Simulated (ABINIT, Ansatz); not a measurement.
# Lattice dynamics of Dysprosium (P6_3/mmc) in two programs, part 3 of 4

How does Dysprosium (P6_3/mmc) vibrate, and is this structure a minimum?

ABINIT 10.8.3; DFT PBE, scalar-relativistic, plane waves, PseudoDojo norm-conserving, 4f in core pseudopotentials.

So far. Step 4 (Self-consistent run for the response): The cell stands at -1.7 GPa: the relaxation ran with a smoothed and higher cutoff, and the difference is a stress of the finite basis. Step 5 (Zone-centre response): The acoustic modes at Γ come out as far as 2.6 cm⁻¹ from zero, where they should vanish, a small numerical error. The relaxed cell has a = 3.601, c = 5.641 Å (conventional setting).

### 7. Interpolated phonon bands

anaddb transforms the dynamical matrices to force constants and back along the path; points of the mesh come back as solved, but for the sum rule and, in polar crystals, the LO-TO term at Γ; the rest is interpolation.

anaddb.abi reads:

```
ddb_filepath "all_DDB"
output_file "anaddb.abo"
outdata_prefix "anaddb"
ifcflag 1
ngqpt 3 3 2
nqshft 1
q1shft 0.0 0.0 0.0
asr 1
chneut 0
dipdip 0
dipquad 0
quadquad 0
enunit 0
eivec 0
nph1l 93
qph1l 
    0.0 0.0 0.0 1.0
    0.05 0.0 0.0 1.0
    0.1 0.0 0.0 1.0
    0.15 0.0 0.0 1.0
    0.2 0.0 0.0 1.0
    0.25 0.0 0.0 1.0
    0.3 0.0 0.0 1.0
    0.35 0.0 0.0 1.0
    0.4 0.0 0.0 1.0
    0.45 0.0 0.0 1.0
    0.5 0.0 0.0 1.0
    0.48333333 0.03333333 0.0 1.0
    0.46666667 0.06666667 0.0 1.0
    0.45 0.1 0.0 1.0
    0.43333333 0.13333333 0.0 1.0
    0.41666667 0.16666667 0.0 1.0
    0.4 0.2 0.0 1.0
    0.38333333 0.23333333 0.0 1.0
    0.36666667 0.26666667 0.0 1.0
    0.35 0.3 0.0 1.0
    0.33333333 0.33333333 0.0 1.0
    0.3 0.3 0.0 1.0
    0.26666667 0.26666667 0.0 1.0
    0.23333333 0.23333333 0.0 1.0
    0.2 0.2 0.0 1.0
    0.16666667 0.16666667 0.0 1.0
    0.13333333 0.13333333 0.0 1.0
    0.1 0.1 0.0 1.0
    0.06666667 0.06666667 0.0 1.0
    0.03333333 0.03333333 0.0 1.0
    0.0 0.0 0.0 1.0
    0.0 0.0 0.05 1.0
    0.0 0.0 0.1 1.0
    0.0 0.0 0.15 1.0
    0.0 0.0 0.2 1.0
    0.0 0.0 0.25 1.0
    0.0 0.0 0.3 1.0
    0.0 0.0 0.35 1.0
    0.0 0.0 0.4 1.0
    0.0 0.0 0.45 1.0
    0.0 0.0 0.5 1.0
    0.05 0.0 0.5 1.0
    0.1 0.0 0.5 1.0
    0.15 0.0 0.5 1.0
    0.2 0.0 0.5 1.0
    0.25 0.0 0.5 1.0
    0.3 0.0 0.5 1.0
    0.35 0.0 0.5 1.0
    0.4 0.0 0.5 1.0
    0.45 0.0 0.5 1.0
    0.5 0.0 0.5 1.0
    0.48333333 0.03333333 0.5 1.0
    0.46666667 0.06666667 0.5 1.0
    0.45 0.1 0.5 1.0
    0.43333333 0.13333333 0.5 1.0
    0.41666667 0.16666667 0.5 1.0
    0.4 0.2 0.5 1.0
    0.38333333 0.23333333 0.5 1.0
    0.36666667 0.26666667 0.5 1.0
    0.35 0.3 0.5 1.0
    0.33333333 0.33333333 0.5 1.0
    0.3 0.3 0.5 1.0
    0.26666667 0.26666667 0.5 1.0
    0.23333333 0.23333333 0.5 1.0
    0.2 0.2 0.5 1.0
    0.16666667 0.16666667 0.5 1.0
    0.13333333 0.13333333 0.5 1.0
    0.1 0.1 0.5 1.0
    0.06666667 0.06666667 0.5 1.0
    0.03333333 0.03333333 0.5 1.0
    0.0 0.0 0.5 1.0
    0.5 0.0 0.5 1.0
    0.5 0.0 0.45 1.0
    0.5 0.0 0.4 1.0
    0.5 0.0 0.35 1.0
    0.5 0.0 0.3 1.0
    0.5 0.0 0.25 1.0
    0.5 0.0 0.2 1.0
    0.5 0.0 0.15 1.0
    0.5 0.0 0.1 1.0
    0.5 0.0 0.05 1.0
    0.5 0.0 0.0 1.0
    0.33333333 0.33333333 0.5 1.0
    0.33333333 0.33333333 0.45 1.0
    0.33333333 0.33333333 0.4 1.0
    0.33333333 0.33333333 0.35 1.0
    0.33333333 0.33333333 0.3 1.0
    0.33333333 0.33333333 0.25 1.0
    0.33333333 0.33333333 0.2 1.0
    0.33333333 0.33333333 0.15 1.0
    0.33333333 0.33333333 0.1 1.0
    0.33333333 0.33333333 0.05 1.0
    0.33333333 0.33333333 0.0 1.0
```

mrgddb.in reads:

```
all_DDB
merged
6
dfpt_gammao_DDB
dfpt_qo_DS1_DDB
dfpt_qo_DS2_DDB
dfpt_qo_DS3_DDB
dfpt_qo_DS4_DDB
dfpt_qo_DS5_DDB
```

Command:

```bash
mrgddb < mrgddb.in > mrgddb.log
OMP_NUM_THREADS=1 anaddb anaddb.abi > anaddb.log
```

anaddb.abo, the main output file:

```text
[banners, grids, parts of the stress and lines that vanish by symmetry left out]
-outvars_anaddb: echo values of input variables ----------------------

 Flags :
[...]
Phonon wavevector (reduced coordinates) :  0.00000  0.00000  0.00000
 Phonon energies in Hartree :
[...]
Phonon frequencies in cm-1    :
-  0.000000E+00  0.000000E+00  0.000000E+00  6.377837E+01  6.377837E+01
-  1.069975E+02
[...]
Phonon wavevector (reduced coordinates) :  0.05000  0.00000  0.00000
 Phonon energies in Hartree :
[...]
Phonon frequencies in cm-1    :
-  9.941337E+00  1.032263E+01  1.555569E+01  6.473373E+01  6.506212E+01
-  1.070904E+02
[...]
Phonon wavevector (reduced coordinates) :  0.10000  0.00000  0.00000
 Phonon energies in Hartree :
[...]
Phonon frequencies in cm-1    :
-  1.953148E+01  2.011647E+01  3.065539E+01  6.741431E+01  6.858835E+01
-  1.072976E+02
[...]
Phonon wavevector (reduced coordinates) :  0.15000  0.00000  0.00000
 Phonon energies in Hartree :
[...]
Phonon frequencies in cm-1    :
-  2.845932E+01  2.892182E+01  4.486837E+01  7.134312E+01  7.357097E+01
-  1.074345E+02
[...]
Phonon wavevector (reduced coordinates) :  0.20000  0.00000  0.00000
 Phonon energies in Hartree :
[...]
Phonon frequencies in cm-1    :
-  3.640862E+01  3.648685E+01  5.781165E+01  7.592057E+01  7.912632E+01
-  1.072765E+02
[...]
Phonon wavevector (reduced coordinates) :  0.25000  0.00000  0.00000
 Phonon energies in Hartree :
[...]
Phonon frequencies in cm-1    :
-  4.241280E+01  4.346660E+01  6.916698E+01  8.057121E+01  8.452378E+01
-  1.066486E+02
  Phonon wavevector (reduced coordinates) :  0.30000  0.00000  0.00000
 Phonon energies in Hartree :
[...]
Phonon frequencies in cm-1    :
-  4.693573E+01  4.933409E+01  7.868915E+01  8.482758E+01  8.926706E+01
-  1.055013E+02
  Phonon wavevector (reduced coordinates) :  0.35000  0.00000  0.00000
 Phonon energies in Hartree :
[...]
Phonon frequencies in cm-1    :
-  5.010945E+01  5.406820E+01  8.620394E+01  8.836085E+01  9.307783E+01
-  1.039588E+02
  Phonon wavevector (reduced coordinates) :  0.40000  0.00000  0.00000
 Phonon energies in Hartree :
[...]
Phonon frequencies in cm-1    :
-  5.214138E+01  5.762508E+01  9.097306E+01  9.159646E+01  9.584209E+01
-  1.023290E+02
  Phonon wavevector (reduced coordinates) :  0.45000  0.00000  0.00000
 Phonon energies in Hartree :
[...]
Phonon frequencies in cm-1    :
-  5.324962E+01  5.988186E+01  9.256541E+01  9.480412E+01  9.753748E+01
-  1.010550E+02
  Phonon wavevector (reduced coordinates) :  0.50000  0.00000  0.00000
 Phonon energies in Hartree :
[...]
Phonon frequencies in cm-1    :
-  5.359865E+01  6.066384E+01  9.309922E+01  9.585275E+01  9.812279E+01
-  1.005681E+02
  Phonon wavevector (reduced coordinates) :  0.48333  0.03333  0.00000
 Phonon energies in Hartree :
[...]
Phonon frequencies in cm-1    :
-  5.412159E+01  6.087368E+01  9.236099E+01  9.640501E+01  9.803103E+01
-  1.002991E+02
  Phonon wavevector (reduced coordinates) :  0.46667  0.06667  0.00000
 Phonon energies in Hartree :
[...]
Phonon frequencies in cm-1    :
-  5.563172E+01  6.150186E+01  9.086175E+01  9.736039E+01  9.776064E+01
-  9.950028E+01
  Phonon wavevector (reduced coordinates) :  0.45000  0.10000  0.00000
 Phonon energies in Hartree :
[...]
Phonon frequencies in cm-1    :
-  5.796886E+01  6.254371E+01  8.910079E+01  9.732626E+01  9.819572E+01
-  9.826028E+01
[...]
Phonon wavevector (reduced coordinates) :  0.10000  0.00000  0.50000
 Phonon energies in Hartree :
[...]
Phonon frequencies in cm-1    :
-  5.011148E+01  5.011148E+01  5.218231E+01  5.218231E+01  8.197780E+01
-  8.197780E+01
  Phonon wavevector (reduced coordinates) :  0.15000  0.00000  0.50000
 Phonon energies in Hartree :
[...]
Phonon frequencies in cm-1    :
-  5.414469E+01  5.414469E+01  5.728390E+01  5.728390E+01  8.338064E+01
-  8.338064E+01
  Phonon wavevector (reduced coordinates) :  0.20000  0.00000  0.50000
 Phonon energies in Hartree :
[...]
Phonon frequencies in cm-1    :
-  5.856568E+01  5.856568E+01  6.133120E+01  6.133120E+01  8.634438E+01
-  8.634438E+01
  Phonon wavevector (reduced coordinates) :  0.25000  0.00000  0.50000
 Phonon energies in Hartree :
[...]
Phonon frequencies in cm-1    :
-  6.277882E+01  6.277882E+01  6.356085E+01  6.356085E+01  9.082865E+01
-  9.082865E+01
  Phonon wavevector (reduced coordinates) :  0.30000  0.00000  0.50000
 Phonon energies in Hartree :
[...]
Phonon frequencies in cm-1    :
-  6.443905E+01  6.443905E+01  6.640170E+01  6.640170E+01  9.587865E+01
-  9.587865E+01
  Phonon wavevector (reduced coordinates) :  0.35000  0.00000  0.50000
 Phonon energies in Hartree :
[...]
Phonon frequencies in cm-1    :
-  6.466568E+01  6.466568E+01  6.924078E+01  6.924078E+01  1.005001E+02
-  1.005001E+02
[...]
Phonon wavevector (reduced coordinates) :  0.33333  0.33333  0.05000
 Phonon energies in Hartree :
[...]
Phonon frequencies in cm-1    :
-  7.448266E+01  7.448266E+01  8.241535E+01  8.241535E+01  9.335223E+01
-  1.008806E+02
  Phonon wavevector (reduced coordinates) :  0.33333  0.33333  0.00000
 Phonon energies in Hartree :
[...]
Phonon frequencies in cm-1    :
-  7.758169E+01  7.758169E+01  7.950705E+01  7.950705E+01  9.334278E+01
-  1.009622E+02
-
```

Run time: 0.51 s. Hardware: 1 thread of Arm Neoverse V1, shared host.

This step gave:

```
lowest frequency on the path : 0 cm⁻¹
```

Anaddb. Phonon branches along the path, in cm⁻¹:

| point | branch 1 | branch 2 | branch 3 | branch 4 | branch 5 | branch 6 |
| --- | --- | --- | --- | --- | --- | --- |
| Γ | 0 | 0 | 0 | 64 | 64 | 107 |
| halfway | 42 | 44 | 69 | 81 | 84 | 107 |
| M | 54 | 61 | 93 | 96 | 98 | 101 |
| halfway | 64 | 66 | 85 | 94 | 96 | 100 |
| K | 78 | 78 | 80 | 80 | 93 | 101 |
| halfway | 49 | 56 | 66 | 87 | 87 | 105 |
| Γ | 0 | 0 | 0 | 64 | 64 | 107 |
| halfway | 25 | 25 | 46 | 59 | 59 | 101 |
| A | 46 | 46 | 46 | 46 | 81 | 81 |
| halfway | 63 | 63 | 64 | 64 | 91 | 91 |
| L | 65 | 65 | 73 | 73 | 107 | 107 |
| halfway | 54 | 54 | 86 | 86 | 105 | 105 |
| H | 48 | 48 | 96 | 96 | 100 | 100 |
| halfway | 57 | 57 | 74 | 74 | 93 | 93 |
| A | 46 | 46 | 46 | 46 | 81 | 81 |
| jump to L | 65 | 65 | 73 | 73 | 107 | 107 |
| halfway | 58 | 59 | 82 | 87 | 102 | 106 |
| M | 54 | 61 | 93 | 96 | 98 | 101 |
| jump to H | 48 | 48 | 96 | 96 | 100 | 100 |
| halfway | 59 | 59 | 94 | 94 | 94 | 99 |
| K | 78 | 78 | 80 | 80 | 93 | 101 |

The phonon branches as a text plot (rows in cm⁻¹):

```
    105 |******          *******         *****           ***
    101 |      *********        *       *     ****        **** **
     96 |      *****   **        *     *       *  *         ***
     92 |     **** ******             *       * *  *       ** ***
     87 |    **   * * *  *        *          *      *     **   *
     83 |    *     *      *        ***      *    *   ******     *
     78 |   **      ***   *                *      *
     74 |  **       * ***  *      *       *        *     *      *
     69 | **       *    *   *           **
     65 |*        *    * *   ***      *****         *    *     *
     61 |       ***     * *     **         *         *   ****
     56 |   * ** *       *       *   *      *     *****    *  *
     52 |     ***                 * *        *   *    *     **
     47 |  * *           ***    *  *          ***      **
     43 |                 *       *
     38 |   *
     34 |                  **    *
     29 | **
     25 |                   *   *
     20 | *                 *  *
     16 |*                   *
     11 |*                   * *
      7 |
      2 |                     *
         Γ      M    K        Γ   A       L    H       A|L M|H  K
```

All branches are real along the path.

### 8. Density of states

Sums over the zone need many more wavevectors than were solved, so the interpolation is sampled on a dense mesh.

anaddb.abi reads:

```
ddb_filepath "all_DDB"
output_file "anaddb.abo"
outdata_prefix "anaddb"
ifcflag 1
ngqpt 3 3 2
nqshft 1
q1shft 0.0 0.0 0.0
asr 1
chneut 0
dipdip 0
dipquad 0
quadquad 0
prtdos 2
ng2qpt 14 14 8
dosdeltae 4.5563e-06
ntemper 11
temperinc 100.0
tempermin 0.0
```

Command:

```bash
OMP_NUM_THREADS=1 anaddb anaddb.abi > anaddb.log
```

anaddb.abo, the main output file:

```text
-outvars_anaddb: echo values of input variables ----------------------

 Flags :
     ifcflag         1
 Miscellaneous information :
         asr         1
      chneut         0
 Interatomic Force Constants Inputs :
      dipdip         0
     dipquad         0
    quadquad         0
      ifcana         0
      ifcout         0
 Description of grid 1 :
        brav         1
       ngqpt         3         3         2
      nqshft         1
      q1shft
                     0.00000000E+00  0.00000000E+00  0.00000000E+00
 Phonon DOS information :
   dosdeltae  4.55630000E-06
    dossmear  4.55633525E-06
 Description of grid 2 (Fourier interp. or BZ sampling):
      ng2qpt        14        14         8
      ngrids         4
      q2shft         0.00000000E+00  0.00000000E+00  0.00000000E+00

================================================================================

 read the DDB information and perform some checks

  ==== Info on the Cryst% object ====
 Real(R)+Recip(G) space primitive vectors, cartesian coordinates (Bohr,Bohr^-1):
 R(1)=  6.8049909  0.0000000  0.0000000  G(1)=  0.1469510  0.0848422  0.0000000
 R(2)= -3.4024954  5.8932950  0.0000000  G(2)=  0.0000000  0.1696844  0.0000000
 R(3)=  0.0000000  0.0000000 10.6601032  G(3)=  0.0000000  0.0000000  0.0938077
 Unit cell volume ucvol=  4.2751085E+02 bohr^3
 Angles (23,13,12)=  9.00000000E+01  9.00000000E+01  1.20000000E+02 degrees
 Time-reversal symmetry is present
 Reduced atomic positions [iatom, xred, symbol]:
    1)    0.3333333  0.6666667  0.2500000  Dy
    2)    0.6666667  0.3333333  0.7500000  Dy

 DDB file with 6 blocks has been read.

================================================================================

 Calculation of the interatomic forces

       Homogeneous q point set in the B.Z.
 Grid q points  :       18
  1)   0.00000000E+00  0.00000000E+00  0.00000000E+00
  2)   3.33333333E-01  0.00000000E+00  0.00000000E+00
  3)  -3.33333333E-01  0.00000000E+00  0.00000000E+00
  4)   0.00000000E+00  3.33333333E-01  0.00000000E+00
  5)   3.33333333E-01  3.33333333E-01  0.00000000E+00
  6)  -3.33333333E-01  3.33333333E-01  0.00000000E+00
  7)   0.00000000E+00 -3.33333333E-01  0.00000000E+00
  8)   3.33333333E-01 -3.33333333E-01  0.00000000E+00
  9)  -3.33333333E-01 -3.33333333E-01  0.00000000E+00
 10)   0.00000000E+00  0.00000000E+00  5.00000000E-01
 11)   3.33333333E-01  0.00000000E+00  5.00000000E-01
 12)  -3.33333333E-01  0.00000000E+00  5.00000000E-01
 13)   0.00000000E+00  3.33333333E-01  5.00000000E-01
 14)   3.33333333E-01  3.33333333E-01  5.00000000E-01
 15)  -3.33333333E-01  3.33333333E-01  5.00000000E-01
 16)   0.00000000E+00 -3.33333333E-01  5.00000000E-01
 17)   3.33333333E-01 -3.33333333E-01  5.00000000E-01
 18)  -3.33333333E-01 -3.33333333E-01  5.00000000E-01

 The interatomic forces have been obtained

================================================================================

 Calculation of phonon density of states

 Average speed of sound partial sums:     0.9461349455E-03 (at units)
-                                   =           2.0699 [km/s]

 Debye frequency from partial sums:     0.4895394486E-03 (Ha)
-                                 =     0.3221014839E+01 (THz)
-Debye temperature from partial sums:     0.1545843315E+03 (K)

 Average speed of sound:     0.9898511810E-03 (at units)
-                      =           2.1655 [km/s]

 Debye frequency from DOS:     0.5121586553E-03 (Ha)
-                        =     0.3369842069E+01 (THz)
-Debye temperature from DOS:     0.1617269121E+03 (K)

-
```

It took 0.54 s on 1 thread.

Numbers from this step:

```
share of modes beyond 3i cm⁻¹ on the dense interpolated mesh : 0
zero-point energy per atom                                   : 14.22 meV
heat capacity at 300 K                                       : 24.65 J/(mol atoms K)
vibrational entropy at 300 K                                 : 51.13 J/(mol atoms K)
```

Tetrahedra. Table of phonon density of states by wavenumber; read off at these points:

| wavenumber (cm⁻¹) | phonon density of states (1/cm⁻¹/cell) |
| --- | --- |
| 0.0 | 0 |
| 5.0 | 1.1e-4 |
| 10.0 | 4.2e-4 |
| 15.0 | 0.00132 |
| 20.0 | 0.00269 |
| 25.0 | 0.00485 |
| 30.0 | 0.00789 |
| 35.0 | 0.0117 |
| 40.0 | 0.0184 |
| 45.0 | 0.0295 |
| 50.0 | 0.102 |
| 54.0 | 0.117 |
| 55.0 | 0.114 |
| 60.0 | 0.0910 |
| 65.0 | 0.0817 |
| 70.0 | 0.0624 |
| 75.0 | 0.0761 |
| 80.0 | 0.102 |
| 85.0 | 0.0827 |
| 90.0 | 0.103 |
| 95.0 | 0.0925 |
| 100.0 | 0.159 |
| 103.0 | 0.192 |
| 105.0 | 0.107 |
| 110.0 | 0 |

Harmonic thermodynamic functions per atom, summed over the density of states scaled to three modes an atom; melting is ignored. Thermodynamic functions:

| T (K) | F_vib (meV/atom) | S (J/mol-atom/K) | C_V (J/mol-atom/K) |
| --- | --- | --- | --- |
| 0 | 14.22 | 0 | 0 |
| 50 | 12.32 | 10.95 | 16.84 |
| 100 | 2.79 | 24.87 | 22.45 |
| 200 | -32.32 | 41.2 | 24.28 |
| 300 | -80.5 | 51.13 | 24.65 |
| 400 | -137.3 | 58.24 | 24.78 |
| 500 | -200.7 | 63.78 | 24.84 |
| 600 | -269.2 | 68.31 | 24.87 |
| 700 | -342 | 72.14 | 24.89 |
| 800 | -418.6 | 75.47 | 24.9 |
| 900 | -498.3 | 78.4 | 24.91 |
| 1000 | -581 | 81.03 | 24.92 |

At 300 K the heat capacity has reached 99 % of the Dulong-Petit value.

[end of part 3 of 4]

[Host names and launcher messages were left out of these logs when they were recorded.]

[Logs are printed without paths, hosts, clocks, repeated set-up lines and the standing remarks that a program may print on its own settings, such as how far it seeks lower states.]

[Hosts, paths, dates, database ids (printed as entryN), source tags and the programs' standing remarks are cut or masked in the printed files.]
